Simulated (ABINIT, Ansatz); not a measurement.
# Quasiparticle gap of CaSnF4 (P4/mmm) in ABINIT

Wanted: ground state, empty states, screening and self-energy for CaSnF4 (P4/mmm).

Method: LDA and many-body steps on it, plane waves, in ABINIT 10.8.3.

Report form: the programs' logs are mostly left out.

**1. The starting structure**

Symmetry: P4/mmm, No. 123, tetragonal system. Conventional cell: a = 4.005 Å, b = 4.005 Å, c = 5.780 Å, α = 90.00°, β = 90.00°, γ = 90.00°. Nearest to Ca lie 8 F at 2.42 Å. Nearest to Sn lie 8 F at 2.52 Å. F has 2 Ca at 2.42 Å and 2 Sn at 2.52 Å nearest. Farther neighbours and most contacts between anions are not listed.

The cell and positions are those that the Materials Project relaxed with its own functionals (PBE, PBE+U or r2SCAN), kept fixed.

**2. Ground state**

This step: ABINIT 10.8.3; DFT, LDA, plane waves, norm-conserving pseudopotentials.

The ground-state density comes first.

Contents of run.abi:

```
acell 3*1.0 Angstrom
rprim 
  4.004548000000 0.000000000000 0.000000000000
  0.000000000000 4.004548000000 0.000000000000
  0.000000000000 0.000000000000 5.780467000000
ntypat 3
znucl 20 50 9
natom 6
typat 1 2 3 3 3 3
xred 
  0.000000000000 0.000000000000 0.500000000000
  0.500000000000 0.500000000000 0.000000000000
  0.500000000000 0.000000000000 0.265738000000
  0.500000000000 0.000000000000 0.734262000000
  0.000000000000 0.500000000000 0.734262000000
  0.000000000000 0.500000000000 0.265738000000
pp_dirpath "pseudos"
pseudos "Ca.upf, Sn.upf, F.upf"
ecut 38
ngkpt 6 6 4
nshiftk 1
shiftk 0 0 0
kptopt 1
chksymbreak 0
nband 37
occopt 1
tolvrs 1e-10
nstep 60
prtwf 0
optforces 0
optstress 0
indata_prefix "in"
outdata_prefix "out"
tmpdata_prefix "tmp"
```

On the command line:

```
$ OMP_NUM_THREADS=1 mpirun -n 4 abinit run.abi > log
```

Elapsed: 2.1 min, on 4 MPI ranks of Intel Xeon Platinum 8488C (Sapphire Rapids), shared host; peak memory 0.5 GiB; 8.4 min of CPU time.

This step gave:

```yaml
total_energy: -9763.4397 eV
gap: 3.394 eV
k_of_the_valence_top: 0.5, 0, 0.5
k_of_the_conduction_bottom: 0, 0, 0.5
least_direct_gap: 3.849 eV
```

The gap is indirect, with the least direct gap 0.46 eV higher.

**3. Bands along the symmetry lines**

The cheap functional maps the bands first; the places of the edges decide which points the dearer methods must see.

Contents of run.abi:

```
acell 3*1.0 Angstrom
rprim 
  4.004548000000 0.000000000000 0.000000000000
  0.000000000000 4.004548000000 0.000000000000
  0.000000000000 0.000000000000 5.780467000000
ntypat 3
znucl 20 50 9
natom 6
typat 1 2 3 3 3 3
xred 
  0.000000000000 0.000000000000 0.500000000000
  0.500000000000 0.500000000000 0.000000000000
  0.500000000000 0.000000000000 0.265738000000
  0.500000000000 0.000000000000 0.734262000000
  0.000000000000 0.500000000000 0.734262000000
  0.000000000000 0.500000000000 0.265738000000
pp_dirpath "pseudos"
pseudos "Ca.upf, Sn.upf, F.upf"
ecut 38
iscf -2
irdden 1
kptopt 0
nkpt 75
kpt 
  0.00000000 0.00000000 0.00000000
  0.00000000 0.06250000 0.00000000
  0.00000000 0.12500000 0.00000000
  0.00000000 0.18750000 0.00000000
  0.00000000 0.25000000 0.00000000
  0.00000000 0.31250000 0.00000000
  0.00000000 0.37500000 0.00000000
  0.00000000 0.43750000 0.00000000
  0.00000000 0.50000000 0.00000000
  0.06250000 0.50000000 0.00000000
  0.12500000 0.50000000 0.00000000
  0.18750000 0.50000000 0.00000000
  0.25000000 0.50000000 0.00000000
  0.31250000 0.50000000 0.00000000
  0.37500000 0.50000000 0.00000000
  0.43750000 0.50000000 0.00000000
  0.50000000 0.50000000 0.00000000
  0.43750000 0.43750000 0.00000000
  0.37500000 0.37500000 0.00000000
  0.31250000 0.31250000 0.00000000
  0.25000000 0.25000000 0.00000000
  0.18750000 0.18750000 0.00000000
  0.12500000 0.12500000 0.00000000
  0.06250000 0.06250000 0.00000000
  0.00000000 0.00000000 0.00000000
  0.00000000 0.00000000 0.06250000
  0.00000000 0.00000000 0.12500000
  0.00000000 0.00000000 0.18750000
  0.00000000 0.00000000 0.25000000
  0.00000000 0.00000000 0.31250000
  0.00000000 0.00000000 0.37500000
  0.00000000 0.00000000 0.43750000
  0.00000000 0.00000000 0.50000000
  0.00000000 0.06250000 0.50000000
  0.00000000 0.12500000 0.50000000
  0.00000000 0.18750000 0.50000000
  0.00000000 0.25000000 0.50000000
  0.00000000 0.31250000 0.50000000
  0.00000000 0.37500000 0.50000000
  0.00000000 0.43750000 0.50000000
  0.00000000 0.50000000 0.50000000
  0.06250000 0.50000000 0.50000000
  0.12500000 0.50000000 0.50000000
  0.18750000 0.50000000 0.50000000
  0.25000000 0.50000000 0.50000000
  0.31250000 0.50000000 0.50000000
  0.37500000 0.50000000 0.50000000
  0.43750000 0.50000000 0.50000000
  0.50000000 0.50000000 0.50000000
  0.43750000 0.43750000 0.50000000
  0.37500000 0.37500000 0.50000000
  0.31250000 0.31250000 0.50000000
  0.25000000 0.25000000 0.50000000
  0.18750000 0.18750000 0.50000000
  0.12500000 0.12500000 0.50000000
  0.06250000 0.06250000 0.50000000
  0.00000000 0.00000000 0.50000000
  0.00000000 0.50000000 0.00000000
  0.00000000 0.50000000 0.06250000
  0.00000000 0.50000000 0.12500000
  0.00000000 0.50000000 0.18750000
  0.00000000 0.50000000 0.25000000
  0.00000000 0.50000000 0.31250000
  0.00000000 0.50000000 0.37500000
  0.00000000 0.50000000 0.43750000
  0.00000000 0.50000000 0.50000000
  0.50000000 0.50000000 0.00000000
  0.50000000 0.50000000 0.06250000
  0.50000000 0.50000000 0.12500000
  0.50000000 0.50000000 0.18750000
  0.50000000 0.50000000 0.25000000
  0.50000000 0.50000000 0.31250000
  0.50000000 0.50000000 0.37500000
  0.50000000 0.50000000 0.43750000
  0.50000000 0.50000000 0.50000000
istwfk *1
nband 37
nbdbuf 2
tolwfr 1e-08
nstep 40
prtwf 0
prtvol 0
indata_prefix "in"
outdata_prefix "out"
tmpdata_prefix "tmp"
```

The job ended after 2.5 min (4 MPI ranks; peak memory 0.63 GiB; 9.9 min of CPU time).

This step gave:

- gap: 3.394 eV
- k of the valence top: 0, 0.5, 0.5
- k of the conduction bottom: 0, 0, 0.5
- least direct gap: 3.849 eV

The gap is 3.394 eV, as in the run before at this level.

Electronic bands along the path, in eV, zero at the top of the highest filled band:

```
    point  band 27  band 28  band 29  band 30  band 31  band 32  band 33  band 34
        Γ    -2.46    -2.46    -2.33    -1.77     4.50     5.89     6.06     6.06
  halfway    -2.67    -2.54    -2.38    -0.87     4.42     5.18     6.21     6.35
        X    -3.04    -2.62    -2.43    -0.26     3.59     5.90     6.37     6.66
  halfway    -2.57    -2.51    -2.47    -0.32     3.96     5.17     6.37     6.47
        M    -2.35    -2.28    -2.25    -0.36     4.47     4.47     6.09     6.19
  halfway    -2.54    -2.43    -2.35    -0.62     4.47     5.15     5.74     6.31
        Γ    -2.46    -2.46    -2.33    -1.77     4.50     5.89     6.06     6.06
  halfway    -2.53    -2.45    -2.45    -1.13     3.89     6.07     6.07     6.11
        Z    -2.63    -2.45    -2.45    -0.69     3.39     6.09     6.09     6.43
  halfway    -2.90    -2.76    -2.67    -0.32     4.35     4.83     6.29     6.61
        R    -3.16    -3.04    -3.01     0.00     4.16     5.46     6.52     6.77
  halfway    -2.68    -2.64    -2.61    -0.01     4.32     5.40     6.04     6.51
        A    -2.35    -2.32    -2.25     0.00     4.62     4.62     6.06     6.94
  halfway    -3.10    -2.44    -2.43    -0.18     4.73     5.11     5.48     6.66
        Z    -2.63    -2.45    -2.45    -0.69     3.39     6.09     6.09     6.43
jump to X    -3.04    -2.62    -2.43    -0.26     3.59     5.90     6.37     6.66
  halfway    -3.08    -2.85    -2.74    -0.12     3.86     5.65     6.44     6.73
        R    -3.16    -3.04    -3.01     0.00     4.16     5.46     6.52     6.77
jump to M    -2.35    -2.28    -2.25    -0.36     4.47     4.47     6.09     6.19
  halfway    -2.35    -2.30    -2.25    -0.18     4.55     4.55     6.08     6.46
        A    -2.35    -2.32    -2.25     0.00     4.62     4.62     6.06     6.94
```

**4. Empty states on the mesh, 2×2×2 mesh, 81 bands**

The sums over transitions need many empty states on a uniform mesh; this step solves for them.

Contents of run.abi:

```
acell 3*1.0 Angstrom
rprim 
  4.004548000000 0.000000000000 0.000000000000
  0.000000000000 4.004548000000 0.000000000000
  0.000000000000 0.000000000000 5.780467000000
ntypat 3
znucl 20 50 9
natom 6
typat 1 2 3 3 3 3
xred 
  0.000000000000 0.000000000000 0.500000000000
  0.500000000000 0.500000000000 0.000000000000
  0.500000000000 0.000000000000 0.265738000000
  0.500000000000 0.000000000000 0.734262000000
  0.000000000000 0.500000000000 0.734262000000
  0.000000000000 0.500000000000 0.265738000000
pp_dirpath "pseudos"
pseudos "Ca.upf, Sn.upf, F.upf"
ecut 38
ngkpt 2 2 2
nshiftk 1
shiftk 0 0 0
kptopt 1
chksymbreak 0
iscf -2
irdden 1
istwfk *1
nband 81
nbdbuf 6
tolwfr 1e-09
nstep 60
prtvol 0
indata_prefix "in"
outdata_prefix "out"
tmpdata_prefix "tmp"
```

Wall time 34 s (4 MPI ranks); peak memory 0.38 GiB; 2.3 min of CPU time.

Numbers from this step:

- gap: 3.394 eV
- k of the valence top: 0.5, 0, 0.5
- k of the conduction bottom: 0, 0, 0.5
- least direct gap: 3.849 eV
- k points computed: 6
- lowest point of the top converged band, above the valence top: 31.74 eV

On this mesh the gap is 3.394 eV.

**5. Screening, 2×2×2 mesh, 75 bands, screening to 98 eV**

The RPA dielectric matrix is built and inverted for each q.

This step: RPA screening on LDA, plane waves, norm-conserving pseudopotentials.

run.abi, as its differences from that of step 4:

```diff
@@ -24,10 +24,11 @@
 chksymbreak 0
-iscf -2
-irdden 1
 istwfk *1
-nband 81
-nbdbuf 6
-tolwfr 1e-09
-nstep 60
-prtvol 0
+occopt 1
+irdwfk 1
+optdriver 3
+nband 75
+ecuteps 3.6
+inclvkb 2
+awtr 1
+symchi 1
 indata_prefix "in"
```

Elapsed: 22 s, on 4 MPI ranks; peak memory 0.97 GiB; 86 s of CPU time.

This step gave:

- ε∞ with local fields, on this mesh, along the program's q direction: 3.056
- the same without local fields: 3.528
- plasma frequency: 29.87 eV
- plane waves in the screening matrix: 205

Local fields lower ε∞ by 13 %. On a Γ-centred mesh this coarse the value itself is usually too large, while a short band sum pulls it down.

**6. Self-energy, 2×2×2 mesh, 75 bands, screening to 98 eV**

The self-energy is evaluated for the states that the input lists, and the levels follow from it, in one-shot runs by the linearised quasiparticle equation.

This step: G0W0 on LDA, plane waves, norm-conserving pseudopotentials.

run.abi, as its differences from that of step 5:

```diff
@@ -27,8 +27,21 @@
 irdwfk 1
-optdriver 3
+optdriver 4
 nband 75
+gwcalctyp 0
+ecutsigx 38
+symsigma 1
+nkptgw 4
+kptgw 
+  0.5000000000 0.0000000000 0.5000000000
+  0.0000000000 0.0000000000 0.5000000000
+  0.5000000000 0.0000000000 0.0000000000
+  0.0000000000 0.0000000000 0.0000000000
+bdgw 
+  29 32
+  28 33
+  29 32
+  29 32
 ecuteps 3.6
-inclvkb 2
-awtr 1
-symchi 1
+irdscr 1
+ppmodel 1
 indata_prefix "in"
```

The job ended after 9.3 s (4 MPI ranks; peak memory 0.96 GiB).

Numbers from this step:

```yaml
g0w0_gap_on_the_mesh: 5.656 eV
starting_gap_on_the_mesh: 3.394 eV
k_of_the_valence_top: 0.5, 0, 0.5
k_of_the_conduction_bottom: 0, 0, 0.5
z_at_the_valence_top: 0.811
z_at_the_conduction_bottom: 0.863
least_direct_g0w0_gap_on_the_computed_points: 6.199 eV
```

The gap on the mesh goes from 3.39 eV to 5.66 eV, a correction of +2.26 eV.

Limits: finite bands, cutoff and mesh; no spin-orbit coupling; coarse k mesh. v1 is the top filled band, c1 the lowest empty one. Levels before and after the correction, in eV, zero at the valence-band top of each column:

```
           conduction bottom  valence top
Kohn-Sham               3.39         0.00
     G0W0               5.66         0.00
```

```
                     level  energy (eV)
Kohn-Sham   (0.5 0 0.5) v2       -3.007
Kohn-Sham   (0.5 0 0.5) v1        0.000
Kohn-Sham   (0.5 0 0.5) c1        4.157
Kohn-Sham   (0.5 0 0.5) c2        5.457
Kohn-Sham  (0 0 0.5) v3-v2       -2.448
Kohn-Sham     (0 0 0.5) v1       -0.691
Kohn-Sham     (0 0 0.5) c1        3.394
Kohn-Sham  (0 0 0.5) c2-c3        6.086
     G0W0   (0.5 0 0.5) v2       -3.773
     G0W0   (0.5 0 0.5) v1        0.000
     G0W0   (0.5 0 0.5) c1        6.461
     G0W0   (0.5 0 0.5) c2        7.982
     G0W0  (0 0 0.5) v3-v2       -3.153
     G0W0     (0 0 0.5) v1       -0.800
     G0W0     (0 0 0.5) c1        5.656
     G0W0  (0 0 0.5) c2-c3        8.911
```

**7. Where the time went**

Times are wall times on 4 MPI ranks of Intel Xeon Platinum 8488C (Sapphire Rapids), shared host, good to a factor of about two.

```
                          step     time  share  memory (GiB)
                  ground state  2.1 min   37 %           0.5
bands along the symmetry lines  2.5 min   44 %          0.63
      empty states on the mesh     34 s   10 %          0.38
                     screening     22 s    6 %          0.97
                   self-energy    9.3 s    3 %          0.96
```

**8. What came out**

| Quantity | Value |
| --- | --- |
| LDA gap | 3.39 eV, indirect |
| G0W0 gap on the mesh | 5.66 eV |
| GW settings | 2×2×2 mesh, 75 bands, screening to 98 eV, Godby-Needs plasmon pole |
| known limits | not at the basis limit; no spin-orbit coupling; coarse k mesh |

In words: G0W0 moves the gap on the mesh from 3.39 eV to 5.66 eV (+2.26 eV), with Z of 0.81 and 0.86 at the edges. Local fields lower the RPA ε∞ on this mesh from 3.53 to 3.06; a Γ-centred mesh this coarse tends to raise both, most where the direct gap is narrow, while a short band sum lowers them. Bands and cutoff are finite, so the gap is not at the basis limit. The miss can reach some tenths of an eV and take either sign; the mesh is an error of its own. The 2×2×2 mesh is coarse for this cell, which bears on the long-range parts of exchange and screening. The many-body steps are scalar-relativistic: spin-orbit coupling is not in them.

[Paths, hosts, dates, memory and timing lines, banners, echoed tables and standing remarks are left out of the program output.]

[Logs are printed without paths, hosts, clocks, repeated set-up lines and the standing remarks that a program may print on its own settings, such as how far it seeks lower states.]

[Runs of the session that timed out or met a known fault of the program may be left out.]

[Hosts, paths, dates, database ids (printed as entryN), source tags and the programs' standing remarks are cut or masked in the printed files.]

[G0W0 gaps are taken among the corrected bands and points alone; a level outside them can change the order at an edge.]

[Where Ansatz stands beside ABINIT at settings called matched, ABINIT's density can come from a denser mesh and the files from another edition; pairs whose starting gaps differed by over 0.03 eV were left out, so agreement reads better than it is.]
